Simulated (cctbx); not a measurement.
**A disordered crystal of nominal MgAl4**

Cell a = 6.8190 Å, b = 5.5470 Å, c = 9.3060 Å, α = 90.00°, β = 90.00°, γ = 90.00°; space group Pnma (no. 62); nominal formula MgAl4.

The data are simulated with cctbx, not measured: Mo Kα, λ = 0.71073 Å, to d = 0.75 Å, 50 % of the full sphere, strongest reflection 70000 counts, noise from counting, a 3 % proportional error and a noise floor of 15 counts (s.d.); no absorption.

With every site full:

```text
Rint 0.024, 473 unique reflections to 0.75 A
cycle     R1     wR2    GooF  max shift (A)
   1  0.1248  0.2747  11.607   0.00036
   2  0.0101  0.0232   0.981   0.00000
final R1 0.0101 wR2 0.0232 GooF 0.981  parameters 27  data/parameter 17.5
atom        x        y        z      Ueq    occ   su(xyz)  su(Uiso or U11)
Al1    0.12598  0.04916  0.56757   0.0054  1.000  0.00003  0.0001
Al2    0.43502  0.75000  0.85691   0.0064  1.000  0.00004  0.0001
Al3    0.27358  0.75000  0.65702   0.0041  1.000  0.00004  0.0001
Mg2    0.94647  0.75000  0.13850   0.0038  1.000  0.00004  0.0001
difference map: max 0.18 min -0.29 rms 0.05
Q1    0.0438  0.2500  0.6387    4    0.19  1.41 A from Al1
Q2    0.1362  0.1681  0.4051    8    0.17  0.80 A from Al2
Q3    0.1583  0.2500  0.7115    4    0.17  1.57 A from Mg2
Q4    0.0847  0.2500  0.8119    4    0.17  0.51 A from Mg2
Q5    0.0637  0.5806  0.4222    8    0.17  1.31 A from Al1
Q6    0.1309  0.7500  0.9778    4    0.17  1.95 A from Mg2
```

With the occupancies of the suspect sites free, each still typed as its main element:

```text
Rint 0.024, 473 unique reflections to 0.75 A
cycle     R1     wR2    GooF  max shift (A)
   1  0.0619  0.1411   5.978   0.00011
   2  0.0100  0.0229   0.969   0.00001
final R1 0.0100 wR2 0.0229 GooF 0.969  parameters 29  data/parameter 16.3
atom        x        y        z      Ueq    occ   su(xyz)  su(Uiso or U11)
Al1    0.12598  0.04916  0.56757   0.0054  1.000  0.00003  0.0001
Al2    0.43502  0.75000  0.85691   0.0063  0.997  0.00004  0.0002
Al3    0.27357  0.75000  0.65703   0.0041  1.000  0.00004  0.0001
Mg2    0.94647  0.75000  0.13850   0.0041  1.006  0.00004  0.0002
su of occupancy Al2: 0.002
su of occupancy Mg2: 0.002
difference map: max 0.18 min -0.29 rms 0.05
Q1    0.0438  0.2500  0.6391    4    0.19  1.41 A from Al1
Q2    0.1336  0.1731  0.4023    8    0.18  0.76 A from Al2
Q3    0.1598  0.2500  0.7091    4    0.17  1.59 A from Mg2
Q4    0.1309  0.7500  0.9784    4    0.17  1.95 A from Mg2
Q5    0.0638  0.5813  0.4222    8    0.17  1.31 A from Al1
Q6    0.0430  0.0321  0.8527    8    0.17  1.21 A from Mg2
```

**Question.** What is the disorder?

X-rays count electrons. Al2 refines to 0.997(0.002), or 13.0 electrons; the site truly holds 0.9 Al and 0.1 Mg, 12.9 electrons, which is 0.992 of Al; Mg2 refines to 1.006(0.002), or 12.1 electrons; the site truly holds 0.9 Mg and 0.1 Al, 12.1 electrons, which is 1.008 of Mg. All are within 3 s.u. of full, so these data don't show the disorder. Occupancy correlates with U and the scale, and the two elements' form factors differ in shape, so the match is approximate.

Freeing them takes R1 from 0.0101 to 0.0100 and GooF from 0.98 to 0.97.

The model is made up (kin elements in a known structure type, no relaxation), so it says nothing on whether the phase exists.

[Middle refinement cycles are left out of these outputs.]

[Logs are printed without paths, hosts, clocks, repeated set-up lines and the standing remarks that a program may print on its own settings, such as how far it seeks lower states.]
